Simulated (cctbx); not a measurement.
# What is wrong with this refinement?

Cell a = 9.3030 Å, b = 9.3030 Å, c = 6.3510 Å, α = 90.00°, β = 90.00°, γ = 120.00°; space group P6_3/mcm (no. 193).

Simulated single-crystal data (cctbx): Ag Kα, λ = 0.56087 Å, to d = 0.6 Å, 80 % of the full sphere, strongest reflection 5000 counts, noise from counting, a 3 % proportional error and a noise floor of 4 counts (s.d.); no absorption, and some extinction, which the refinements don't model.

An anisotropic refinement with weights 1/σ² prints:

```text
Rint 0.062, 452 unique reflections to 0.60 A
cycle     R1     wR2    GooF  max shift (A)
   1  0.0405  0.0817   3.065   0.00086
   2  0.0183  0.0337   1.264   0.00000
final R1 0.0183 wR2 0.0337 GooF 1.264  parameters 12  data/parameter 37.7
atom        x        y        z      Ueq    occ   su(xyz)  su(Uiso or U11)
Hg1    0.38429  0.00000  0.75000   0.0077  1.000  0.00003  0.0001
Sm1    0.00000  0.72653  0.75000   0.0089  1.000  0.00005  0.0002
Sm2    0.33333  0.66667  0.50000   0.0095  1.000  0.00000  0.0001
F1     0.00000  0.00000  0.50000   0.0123  1.000  0.00000  0.0023
difference map: max 1.95 min -3.24 rms 0.54
Q1    0.1259  0.2689  0.2500   12    2.00  1.19 A from Sm1
Q2    0.0000  0.0708  0.7500    6    1.89  1.72 A from F1
Q3    0.1974  0.3939  0.0853   24    1.82  1.91 A from Sm1
Q4    0.0000  0.4104  0.7500    6    1.81  0.24 A from Hg1
Q5    0.2087  0.4085  0.2500   12    1.73  1.71 A from Sm1
Q6    0.1239  0.3022  0.6108   24    1.58  1.78 A from Sm1
```

Q: Accept it or mend it, and why?

Mend it. The fault: wrong element: Hg1 is Bi. Against the right model at the same level, R1 goes from 0.0159 to 0.0183 and GooF from 1.10 to 1.26. Hg1 has 3 electrons too few and its U shrinks to make up, as expected. The signs are weak, and the output alone doesn't single this fault out.

The compound is Sm5Bi3F. The right model at the same level gives:

```text
Rint 0.062, 452 unique reflections to 0.60 A
cycle     R1     wR2    GooF  max shift (A)
   1  0.0357  0.0755   2.830   0.00070
   2  0.0159  0.0294   1.101   0.00000
final R1 0.0159 wR2 0.0294 GooF 1.101  parameters 12  data/parameter 37.7
atom        x        y        z      Ueq    occ   su(xyz)  su(Uiso or U11)
Bi1    0.38430  0.00000  0.75000   0.0083  1.000  0.00003  0.0001
Sm1    0.00000  0.72655  0.75000   0.0084  1.000  0.00004  0.0001
Sm2    0.33333  0.66667  0.50000   0.0090  1.000  0.00000  0.0001
F1     0.00000  0.00000  0.50000   0.0115  1.000  0.00000  0.0020
difference map: max 2.27 min -2.56 rms 0.50
Q1    0.1236  0.2664  0.2500   12    2.28  1.18 A from Sm1
Q2    0.0000  0.0725  0.7500    6    1.90  1.73 A from F1
Q3    0.1964  0.3929  0.0861   24    1.86  1.90 A from Sm1
Q4    0.2113  0.4103  0.2500   12    1.79  1.73 A from Sm1
Q5    0.1251  0.3008  0.6116   24    1.64  1.76 A from Sm1
Q6    0.0000  0.4485  0.0176   12    1.49  1.80 A from Bi1
```

The model was made for the exercise: a known structure type with other elements put in, its volume estimated, not relaxed; displacement parameters are assumed.

[Middle refinement cycles are left out of these outputs.]

[Logs are printed without paths, hosts, clocks, repeated set-up lines and the standing remarks that a program may print on its own settings, such as how far it seeks lower states.]
